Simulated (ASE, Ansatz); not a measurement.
# Electronic structure of generalised stacking fault on (111) (glide set) of a Ge-Si solid solution (72 atoms)

Aim: energy, forces, charges and density of states of generalised stacking fault on (111) (glide set) of a Ge-Si solid solution (72 atoms) at a fixed geometry.

Method: Kohn-Sham DFT, r2SCAN, PAW (set soft_2), plane waves, in Ansatz 0.2.0.

### Step 1. Set-up

The cell holds 72 atoms: 51 Ge and 21 Si. Cell: a = 6.849 Å, b = 11.862 Å, c = 19.604 Å, α = 90.0°, β = 86.7°, γ = 90.0°. It derives from Ge and Si. Diamond-structure Ge lattice (a = 5.5919 Å, the value set for the mixture), cell with z along [111], 1 x 3 x 2 periods; the third cell vector is tilted by 0.167 of 1/2[11-2] and lengthened by 0.2 Å, so the cell holds one fault (glide set); displaced by a Gaussian of 0.01 Å; 21 of 72 Ge sites given to Si at random (lattice constant by Vegard's rule between Ge and Si).

Before any run, some limits are plain. The host structure and its lattice constant were typed by rule, without a check against the phase diagram.

### Step 2. Plane-wave single point

One self-consistent run at the given positions yields energy and forces.

The input, input.yaml:

```yaml
crystal:
  lattice:
    - [6.84865, 0.0, 0.0]
    - [0.0, 11.86221, 0.0]
    - [1.14146, 0.0, 19.57091]
  atoms:
    - { symbol: Ge, position: [0.49503, 0.16762, 0.0209] }
    - { symbol: Ge, position: [0.4741, 0.16677, 0.14499] }
    - { symbol: Ge, position: [0.80159, 0.16683, 0.18546] }
    - { symbol: Si, position: [0.78018, 0.16645, 0.30862] }
    - { symbol: Si, position: [0.99728, 0.00021, 0.02095] }
    - { symbol: Ge, position: [0.97587, 0.99899, 0.14373] }
    - { symbol: Si, position: [0.30016, 0.9999, 0.18511] }
    - { symbol: Ge, position: [0.27922, 0.00087, 0.31042] }
    - { symbol: Ge, position: [0.60802, 0.00085, 0.35052] }
    - { symbol: Si, position: [0.58673, 0.00022, 0.47445] }
    - { symbol: Si, position: [0.49683, 0.50021, 0.02067] }
    - { symbol: Si, position: [0.47871, 0.49971, 0.14401] }
    - { symbol: Ge, position: [0.80118, 0.50021, 0.18627] }
    - { symbol: Ge, position: [0.78057, 0.49976, 0.30857] }
    - { symbol: Si, position: [0.99685, 0.3347, 0.02084] }
    - { symbol: Ge, position: [0.97502, 0.33449, 0.14516] }
    - { symbol: Ge, position: [0.30216, 0.33224, 0.186] }
    - { symbol: Si, position: [0.28079, 0.33256, 0.30957] }
    - { symbol: Ge, position: [0.60816, 0.33365, 0.35017] }
    - { symbol: Si, position: [0.58636, 0.33388, 0.47416] }
    - { symbol: Ge, position: [0.10596, 0.16623, 0.35066] }
    - { symbol: Ge, position: [0.08598, 0.16713, 0.47498] }
    - { symbol: Si, position: [0.41384, 0.1674, 0.51569] }
    - { symbol: Si, position: [0.39625, 0.16727, 0.63986] }
    - { symbol: Ge, position: [0.7197, 0.16585, 0.68014] }
    - { symbol: Si, position: [0.69947, 0.16518, 0.80394] }
    - { symbol: Ge, position: [0.91322, 0.00054, 0.51573] }
    - { symbol: Ge, position: [0.89058, 0.0006, 0.63968] }
    - { symbol: Si, position: [0.21804, 0.99973, 0.68087] }
    - { symbol: Ge, position: [0.20031, 0.99954, 0.80449] }
    - { symbol: Ge, position: [0.52536, 0.00194, 0.84568] }
    - { symbol: Si, position: [0.50553, 0.99883, 0.96892] }
    - { symbol: Ge, position: [0.49632, 0.83278, 0.0208] }
    - { symbol: Si, position: [0.4772, 0.83254, 0.14464] }
    - { symbol: Ge, position: [0.80181, 0.83283, 0.18601] }
    - { symbol: Ge, position: [0.78387, 0.83216, 0.30854] }
    - { symbol: Ge, position: [0.99992, 0.66635, 0.02112] }
    - { symbol: Ge, position: [0.97641, 0.66772, 0.14416] }
    - { symbol: Ge, position: [0.30153, 0.6677, 0.18586] }
    - { symbol: Ge, position: [0.2832, 0.66774, 0.30956] }
    - { symbol: Ge, position: [0.60807, 0.66586, 0.35072] }
    - { symbol: Ge, position: [0.58989, 0.66727, 0.47475] }
    - { symbol: Ge, position: [0.10549, 0.50185, 0.35025] }
    - { symbol: Ge, position: [0.08473, 0.49947, 0.47455] }
    - { symbol: Ge, position: [0.4161, 0.50011, 0.51615] }
    - { symbol: Ge, position: [0.39039, 0.50034, 0.63859] }
    - { symbol: Ge, position: [0.72037, 0.49929, 0.68116] }
    - { symbol: Ge, position: [0.69876, 0.50134, 0.80385] }
    - { symbol: Si, position: [0.91424, 0.33334, 0.51632] }
    - { symbol: Si, position: [0.89371, 0.33322, 0.63928] }
    - { symbol: Ge, position: [0.21988, 0.33457, 0.67984] }
    - { symbol: Ge, position: [0.19677, 0.33329, 0.80468] }
    - { symbol: Ge, position: [0.52647, 0.33334, 0.84557] }
    - { symbol: Ge, position: [0.50394, 0.3334, 0.96947] }
    - { symbol: Ge, position: [0.02543, 0.16743, 0.8461] }
    - { symbol: Ge, position: [0.00694, 0.16669, 0.96899] }
    - { symbol: Ge, position: [0.10708, 0.83276, 0.34939] }
    - { symbol: Ge, position: [0.08604, 0.83322, 0.47452] }
    - { symbol: Ge, position: [0.41228, 0.83287, 0.51494] }
    - { symbol: Ge, position: [0.3914, 0.83405, 0.63959] }
    - { symbol: Ge, position: [0.72139, 0.83473, 0.68029] }
    - { symbol: Ge, position: [0.69971, 0.83299, 0.80497] }
    - { symbol: Ge, position: [0.91291, 0.66637, 0.51505] }
    - { symbol: Ge, position: [0.8932, 0.66774, 0.63969] }
    - { symbol: Ge, position: [0.21964, 0.66596, 0.68025] }
    - { symbol: Ge, position: [0.19998, 0.66689, 0.80435] }
    - { symbol: Ge, position: [0.52572, 0.66607, 0.84572] }
    - { symbol: Si, position: [0.50591, 0.66567, 0.96911] }
    - { symbol: Si, position: [0.02434, 0.4992, 0.8467] }
    - { symbol: Si, position: [0.007, 0.50099, 0.96973] }
    - { symbol: Ge, position: [0.02654, 0.83368, 0.84522] }
    - { symbol: Si, position: [0.00438, 0.83374, 0.969] }
kpoints:
  mp_grid: { grid: [2, 1, 1] }
hamiltonian:
  xc: r2scan
scf:
  occupations: { method: gaussian, width: 0.05 }
output:
  forces: true
  stress: true
  populations: intrinsic
  dos:
    method: { smearing: { sigma: 0.1 } }
    de: 0.1
    projected: { site_lists: { Ge: [Ge], Si: [Si] } }
  eigenvalues: true
  write_density: true
  write_potential: true
  volumetric_format: npy
```

On the command line:

```sh
> ansatz run input.yaml --threads 8 --pin off --max-ram 15872MiB --backend cpu --events-out ev --progress --plain --runs-dir out
```

Numbers of over 12 decimals in the logs are rounded to 6 here.

The program printed:

```text
Engine: ansatz 0.2.0, aarch64-unknown-linux-gnu
Pseudopotentials: kind: paw
Pseudopotential: Ge, paw, valence charge 14, recommended cutoff 500 eV (meta_gga), Ge.paw.azcp
Pseudopotential: Si, paw, valence charge 4, recommended cutoff 500 eV (meta_gga), Si.paw.azcp
Functional definition: r2SCAN
  parameter k0 = 0.174
  parameter k1 = 0.065
  parameter a1 = 4.9479
  exchange = r2scan_x(k0 = k0, k1 = k1, a1 = a1)
  correlation = r2scan_c
Crystal: 72 atoms, lattice volume = 1589.943 Å³
Basis set: ecut = 500 eV, 40331 PW (Γ), exchange–correlation on 200×360×576 points (64 copies of the dense FFT grid, shifted against one another)
Bands: 479, of which v1, the nominal top of the filled ones, is band 399 counted from 1 (398 counted from 0)
Symmetry: 1 space group operations
Space group: P1 (ITA 1), of the structure as read, at distance tolerance 1.2e-4 Å
k-points: 2
Non-local potential: Ge, projectors of the file, l = 0: 2, l = 1: 2, l = 2: 3, l = 3: 1
Non-local potential: Si, projectors of the file, l = 0: 2, l = 1: 2, l = 2: 2
PAW form: soft (Blöchl's): semilocal exchange-correlation on the pseudo side does not see the compensation charge
PAW frozen core: Ge, regenerated for the run's functional (the file was generated under x = pbe(κ = 0.804, μ = 0.219515), c = pbe(β = 0.066725))
PAW frozen core: Si, regenerated for the run's functional (the file was generated under x = pbe(κ = 0.804, μ = 0.219515), c = pbe(β = 0.066725))
PAW one-centre angular grid: Ge, 590 points (default); XC on 160 Gauss nodes
PAW one-centre angular grid: Si, 302 points (default); XC on 160 Gauss nodes
Initial density: superposition of atomic densities (neutral atoms: chi_scale 0, normalization atom), corrected by the library's trained network
Initial wavefunctions: pseudopotential atomic-orbital guess
Functional: x = r2scan, c = r2scan; τ floored in thin density (d = 2e-4 eV/Å³)
SCF iter   1: F=—  HF=-232853.719392 eV  |F-HF|=—  |Δ(HF+E_count)|=         —  Δρ=7.09e-3  dr2=1.38e0  dr2_τ=2.44e-1  ethr=1.77e-3  ⟨swp⟩=5.0  Hψ=3350  notcnv=0  defer=79
preconditioner: auto → Resta (q_TF=auto, 2.432 Å⁻¹)  ε∞=2.5  [insulator: Δε(μ)=0.326 eV  Ē_g=21.207 eV  σ=0.050 eV  W_gap=1.00  n_scr=394 (ndim 8)  ℏωp=26.3 eV  f_vac=0.021  D(μ)=0.00/eV (n_scr^D=0)  ε∞_Penn≈2.5]
SCF iter   2: F=—  HF=-232854.110773 eV  |F-HF|=—  |Δ(HF+E_count)|=   3.91e-1  Δρ=3.00e-3  dr2=1.18e0  dr2_τ=2.37e-3  ethr=1.73e-4  ⟨swp⟩=2.0  Hψ=1924  notcnv=0  defer=136
preconditioner: auto → LDOS  [insulator: Δε(μ)=0.167 eV  Ē_g=21.044 eV  σ=0.050 eV  W_gap=0.98  n_scr=394 (ndim 8)  ℏωp=26.3 eV  f_vac=0.022  D(μ)=1.40/eV (n_scr^D=2)  ε∞_Penn≈2.6  β→1.0]
SCF iter   3: F=—  HF=-232854.032104 eV  |F-HF|=—  |Δ(HF+E_count)|=   7.87e-2  Δρ=1.22e-3  dr2=5.40e-2  dr2_τ=3.75e-4  ethr=1.48e-4  ⟨swp⟩=3.5  Hψ=2120  notcnv=0  defer=140
SCF iter   4: F=—  HF=-232854.026370 eV  |F-HF|=—  |Δ(HF+E_count)|=   5.73e-3  Δρ=6.55e-4  dr2=6.40e-3  dr2_τ=5.41e-5  ethr=6.77e-6  ⟨swp⟩=2.0  Hψ=1754  notcnv=0  defer=140
SCF iter   5: F=—  HF=-232854.026237 eV  |F-HF|=—  |Δ(HF+E_count)|=   1.32e-4  Δρ=2.04e-4  dr2=1.88e-3  dr2_τ=9.81e-6  ethr=8.02e-7  ⟨swp⟩=3.0  Hψ=1734  notcnv=0  defer=140
SCF iter   6: F=—  HF=-232854.025950 eV  |F-HF|=—  |Δ(HF+E_count)|=   2.87e-4  Δρ=5.06e-5  dr2=1.04e-4  dr2_τ=7.53e-7  ethr=2.36e-7  ⟨swp⟩=3.0  Hψ=1728  notcnv=0  defer=140
SCF iter   7: F=—  HF=-232854.025910 eV  |F-HF|=—  |Δ(HF+E_count)|=   4.07e-5  Δρ=2.10e-5  dr2=1.22e-5  dr2_τ=1.21e-7  ethr=1.30e-8  ⟨swp⟩=2.5  Hψ=1072  notcnv=0  defer=140
SCF iter   8: F=—  HF=-232854.025763 eV  |F-HF|=—  |Δ(HF+E_count)|=   1.46e-4  Δρ=8.35e-6  dr2=1.52e-6  dr2_τ=1.49e-8  ethr=1.53e-9  ⟨swp⟩=3.0  Hψ=1566  notcnv=0  defer=141
SCF iter   9: F=—  HF=-232854.025765 eV  |F-HF|=—  |Δ(HF+E_count)|=   1.36e-6  Δρ=2.75e-6  dr2=3.80e-7  dr2_τ=2.35e-9  ethr=1.91e-10  ⟨swp⟩=2.0  Hψ=1101  notcnv=0  defer=141
SCF iter  10: F=-232854.025765 eV  HF=-232854.025765 eV  |F-HF|=1.17e-8  |Δ(HF+E_count)|=   8.45e-8  Δρ=1.02e-6  dr2=3.93e-8  dr2_τ=2.37e-10  ethr=1.25e-11  ⟨swp⟩=18.0  Hψ=7911  notcnv=0
SCF 1 converged in 10 iterations: F = -232854.025765 eV  dr2 = 3.93e-8
  greatest PAW one-centre occupation: 0.998 electrons in one spin orbital (limit 2), on the Ge atom at site 53 (counted from 0), in its partial waves of l = 2
SCF converged after 10 iterations
Free energy (F): -232854.025765 eV
Harris-Foulkes:  -232854.025765 eV  (|F-HF|=1.17e-8)
Internal energy: -232854.025764 eV  (E = F + TS)
E sigma→0 (E₀):  -232854.025764 eV
Entropy (-TS):   -0.000001 eV (-0.000 meV/atom)
Fermi energy:    8.307718 eV
--- Per-component energies (eV) ---
  E_band       = -8353.848521
  E_kinetic    = 6519.864324
  E_local      = -146127.561747  (includes V_loc(G=0)·N_el)
  E_nonlocal   = 21961.365189
  E_hartree    = 65128.526986
  E_xc         = -4605.417574
  E_vxc        = -4507.812039  (∫ρ·V_xc dr)
  E_paw        = -114665.555516  (= ΣΔE_a)
  E_vpaw       = -16692.244155  (= ΣTr[D̂ρ^β])
  E_aug_tail   = 0.000888  (compensation charges beyond the density's cutoff)
  E_vtau       = 235.463026  (kinetic-family band-sum trace: ∫τ·v_τ [+ j·A + Jᵃ·Aᵃ] dr)
  E_ewald      = -61008.269167
  E_core_change = -56.979146  (= ΣΔE_core)
  E_smearing   = -0.000001  (= −TS)
  E_closure    = -0.000000  (closes the sum)
  Σ components = -232854.025765   (vs F -232854.025765, Δ=0.00e0)
--- Forces (eV/Å), atoms counted from 1 ---
  atom   1  Ge    -0.04903578    -1.06641082     1.06418972
  atom   2  Ge    -0.16441243    -0.47824890    -0.08993188
  atom   3  Ge     0.06157818    -0.07644693     0.33309187
  atom   4  Si     0.07282016     0.07411824     0.08004721
  atom   5  Si    -0.04340568    -0.56206615     0.66284321
  atom   6  Ge     0.26806749     0.11696505    -0.24758121
  atom   7  Si     0.37057750    -0.35608152     0.05458486
  atom   8  Ge     0.13988596    -0.14083838    -0.78181029
  atom   9  Ge     0.21801358     0.09912024     0.28243772
  atom  10  Si    -0.14711257     0.32519431     0.06503140
  atom  11  Si    -0.00455765     0.45881506     1.28135436
  atom  12  Si    -0.32013901     0.07350749    -0.37711598
  atom  13  Ge    -0.25767494     0.17770534    -0.40266204
  atom  14  Ge     0.00028062     0.03357218     0.16006269
[...]
atom  71  Ge     0.00284168    -0.07348462     0.62737823
  atom  72  Si    -0.00488570     0.40070688    -0.75078214
  max |Σ_I F_I| component: 2.99e-5 eV/Å
--- Stress (GPa, compression-positive) ---
       -1.603769      -0.009352       0.273349
       -0.009352       5.302342      -0.047011
        0.273349      -0.047011      -0.257747
  P = ⅓ Tr σ = 1.1469 GPa (11.469 kbar)
--- Band table (eV) ---
  k-point 0: bands = ["-17.7752", "-17.7575", "-17.7502", "-17.7494", [... 463 levels ...], "11.8057", "11.8408", "11.9023", "11.9509", "12.0096", "12.0751", "12.2495", "12.2613", "12.2768", "12.2992", "12.3947", "12.5517"]
  k-point 1: bands = ["-17.7752", "-17.7578", "-17.7515", "-17.7450", [... 463 levels ...], "12.0175", "12.0352", "12.0699", "12.0878", "12.1638", "12.1996", "12.2114", "12.2453", "12.7024", "12.7396", "12.8459", "12.8869"]
--- intrinsic populations: 72 sites ---
  site symbol       q [e]
     0     Ge     14.0502
     1     Ge     14.0122
     2     Ge     14.0068
[...]
71     Si      3.9591
  spilling = -0.000000 (of n_electrons = 798.000000)
```

It took 80 s on 8 threads of Arm Neoverse V2, shared host; peak memory 10 GiB; 10 min of CPU time.

In the SCF lines HF is the Harris–Foulkes energy and dr2 the Hartree energy of the density residual, in eV; the loop may stop once dr2 is under the threshold and the program's other checks hold. Hψ counts applications of the Hamiltonian.

Numbers from this run:

- free energy: -232854.0258 eV
- free energy per atom: -3234.0837 eV/atom
- SCF cycles: 10
- pressure: 1.147 GPa
- r.m.s. force component: 0.366 eV/Å
- longest force: 1.507 eV/Å
- Fermi energy: 8.308 eV
- gap (highest filled to lowest empty level): 0.3174 eV

Neighbours are counted within 2.83 Å (Ge-Ge), 2.83 Å (Ge-Si), 2.83 Å (Si-Si).

Length of the force by element and coordination:

| element | coordination | atoms | mean length of the force (eV/Å) | spread | least | most |
| --- | --- | --- | --- | --- | --- | --- |
| Ge | all | 51 | 0.521 | 0.267 | 0.134 | 1.51 |
| Ge | 3 | 5 | 1.08 | 0.366 | 0.544 | 1.51 |
| Ge | 4 | 46 | 0.460 | 0.164 | 0.134 | 0.807 |
| Si | all | 21 | 0.652 | 0.348 | 0.131 | 1.51 |
| Si | 3 | 7 | 1.06 | 0.244 | 0.851 | 1.51 |
| Si | 4 | 14 | 0.447 | 0.161 | 0.131 | 0.733 |

Intrinsic-atomic-orbital charges by element and coordination:

| element | coordination | atoms | mean charge (e) | spread | least | most |
| --- | --- | --- | --- | --- | --- | --- |
| Ge | all | 51 | -0.0235 | 0.0291 | -0.123 | 0.0201 |
| Ge | 3 | 5 | -0.08 | 0.0264 | -0.123 | -0.0502 |
| Ge | 4 | 46 | -0.0173 | 0.0218 | -0.0788 | 0.0201 |
| Si | all | 21 | 0.057 | 0.0279 | 0.0061 | 0.110 |
| Si | 3 | 7 | 0.033 | 0.0193 | 0.0061 | 0.0665 |
| Si | 4 | 14 | 0.069 | 0.0235 | 0.0158 | 0.110 |

Density of states as counts of states in windows of 1 eV (from the Fermi level), total and the larger projections:

| from (eV) | to (eV) | total | Ge p | Si p | Ge s | Si s |
| --- | --- | --- | --- | --- | --- | --- |
| -18 | -14 | 0.0 | 0.0 | 0.0 | 0.0 | 0.0 |
| -14 | -13 | 4.9 | 0.5 | 0.2 | 3.6 | 0.7 |
| -13 | -12 | 17.7 | 3.3 | 1.2 | 11.1 | 2.1 |
| -12 | -11 | 21.3 | 4.3 | 1.6 | 11.8 | 3.5 |
| -11 | -10 | 22.9 | 5.1 | 1.9 | 10.7 | 5.0 |
| -10 | -9 | 9.6 | 2.5 | 1.0 | 3.9 | 2.0 |
| -9 | -8 | 25.8 | 8.9 | 3.3 | 9.7 | 3.6 |
| -8 | -7 | 14.3 | 5.1 | 2.4 | 4.1 | 2.6 |
| -7 | -6 | 13.8 | 5.2 | 2.3 | 3.8 | 2.4 |
| -6 | -5 | 21.0 | 12.6 | 4.7 | 2.4 | 1.2 |
| -5 | -4 | 24.5 | 16.1 | 6.4 | 1.2 | 0.6 |
| -4 | -3 | 51.8 | 35.0 | 14.5 | 1.3 | 0.6 |
| -3 | -2 | 35.8 | 24.6 | 9.9 | 0.7 | 0.3 |
| -2 | -1 | 18.5 | 12.4 | 5.5 | 0.2 | 0.1 |
| -1 | 0 | 6.0 | 3.3 | 2.0 | 0.3 | 0.3 |
| 0 | 1 | 26.9 | 9.9 | 6.4 | 6.7 | 2.0 |
| 1 | 2 | 40.0 | 16.6 | 7.5 | 8.3 | 3.6 |
| 2 | 3 | 36.7 | 17.3 | 8.1 | 4.4 | 2.2 |
| 3 | 4 | 47.8 | 25.5 | 9.0 | 3.2 | 1.6 |

Between -26 and -18 eV lie 470 more states.

The stored curve holds about 758 of the 798 electrons; the rest, give or take the few that broadening carries across the Fermi level, lie in deeper levels below its range.

The levels nearest the highest filled one (over half full), pooled over k-points and spins:

| level less the highest filled one (eV) | occupation |
| --- | --- |
| -0.662 | 2 |
| -0.647 | 2 |
| -0.6 | 2 |
| -0.254 | 2 |
| -0.197 | 2 |
| 0 | 2 |
| 0.317 | 0 |
| 0.353 | 0 |
| 0.361 | 0 |
| 0.394 | 0 |
| 0.452 | 0 |
| 0.532 | 0 |

Electrostatic potential energy in the ca plane at fractional y = 0.000, with atoms of Si and Ge within 0.2 Å of it. With pseudopotentials it is smooth inside the atoms' cores, unlike the true potential.

Values in eV, 10 rows by 16 columns, each cell a mean:
```
  1  11  11  11  11   0 -32  -9 -19 -22   8  11  10  11  11   1
  8  11  10   9  10   4 -22  -5 -17 -21   8  11  11  11  11  10
 10  11   4  -7   7   0   2   8   4   2  10  11   9   9  11  10
 11  10  -8 -31  -3 -31 -15  10  10  10  11  10  -5  -7   5  -6
 10  10  -2 -23   0 -29 -17  10  11  11  11   9 -21 -26  -7 -40
 -2   8   0   2   8   2   4  11  11   9  10   9  -9 -14  -1 -31
-32  -1 -27  -5  10  10  10  11   9  -9  -1   3  -5   6   9   5
-27  -1 -29  -7  10  11  11  11   6 -34 -21 -12 -29   4  11  11
  4   8  -2   6  11  10   9  10   8 -19 -11  -7 -24   5  11   7
  4  11  10  10  11   7  -8   4   2  -1   7   7   3   9  11  -3
```
Columns run along c (16.0 Å, from fractional 0.18 to 1.00 of the cell; values clipped at the 3rd and 97th percentile), rows up along a (6.8 Å). Atoms in or near the plane, at fractional coordinates: Si at (0.19, 0.30), Ge at (0.31, 0.28), Ge at (0.35, 0.61), Si at (0.47, 0.59), Ge at (0.52, 0.91), Ge at (0.64, 0.89), Si at (0.68, 0.22), Ge at (0.80, 0.20), Ge at (0.85, 0.53), Si at (0.97, 0.51).

Valence density in the ca plane at fractional y = 0.000, with atoms of Si and Ge within 0.2 Å of it. It is the smooth field of the valence electrons, not physical close to the nuclei.

Ten steps, logarithmic in the rise over the least value, from '0' (0 e/Å³) to '9' (39 e/Å³), each cell a mean:
```
27983100000000000000268621125631000000000000
13542000000000000000279831148962000000000000
01111000000000000000146521137851000000000000
00000000000000000001122211112321000000000000
00000000000111110001111100001110000000000000
00000000000146421111111000000000000000011000
00000000000269831110011000000000000000133211
00000000000258731110001000000000000001378521
00000000000124311111011000000000000001389621
00000000001111110000110000000000000001256421
00011110011221100000000000000000000001122111
00110011124642000000000000000011000011111100
00100011137972100000000000000110111124421000
00111111126862100000000000000100011248851000
00111111112321000000000000000100111248951000
01111100000110000000000000000111111124531000
13431100000000000000011000001111100011110000
26872100000000000000123211112211000000000000
```
Columns run along c (16.0 Å, from fractional 0.11 to 0.92 of the cell), rows up along a (6.8 Å). Atoms in or near the plane, at fractional coordinates: Ge at (0.14, 0.98), Si at (0.19, 0.30), Ge at (0.31, 0.28), Ge at (0.35, 0.61), Si at (0.47, 0.59), Ge at (0.52, 0.91), Ge at (0.64, 0.89), Si at (0.68, 0.22), Ge at (0.80, 0.20), Ge at (0.85, 0.53).

Forces differ by site in this geometry: Si atoms with 3 neighbours bear 1.1 eV/Å on average, against 0.45 eV/Å for those with 4. Mean intrinsic-atomic-orbital charges: Ge -0.02, Si +0.06 e. Charges this small depend on the projection, at times even in sign.

(Continued in part 2 of 2.)

[Logs are printed without paths, hosts, clocks, repeated set-up lines and the standing remarks that a program may print on its own settings, such as how far it seeks lower states.]

[Hosts, paths, dates, database ids (printed as entryN), source tags and the programs' standing remarks are cut or masked in the printed files.]
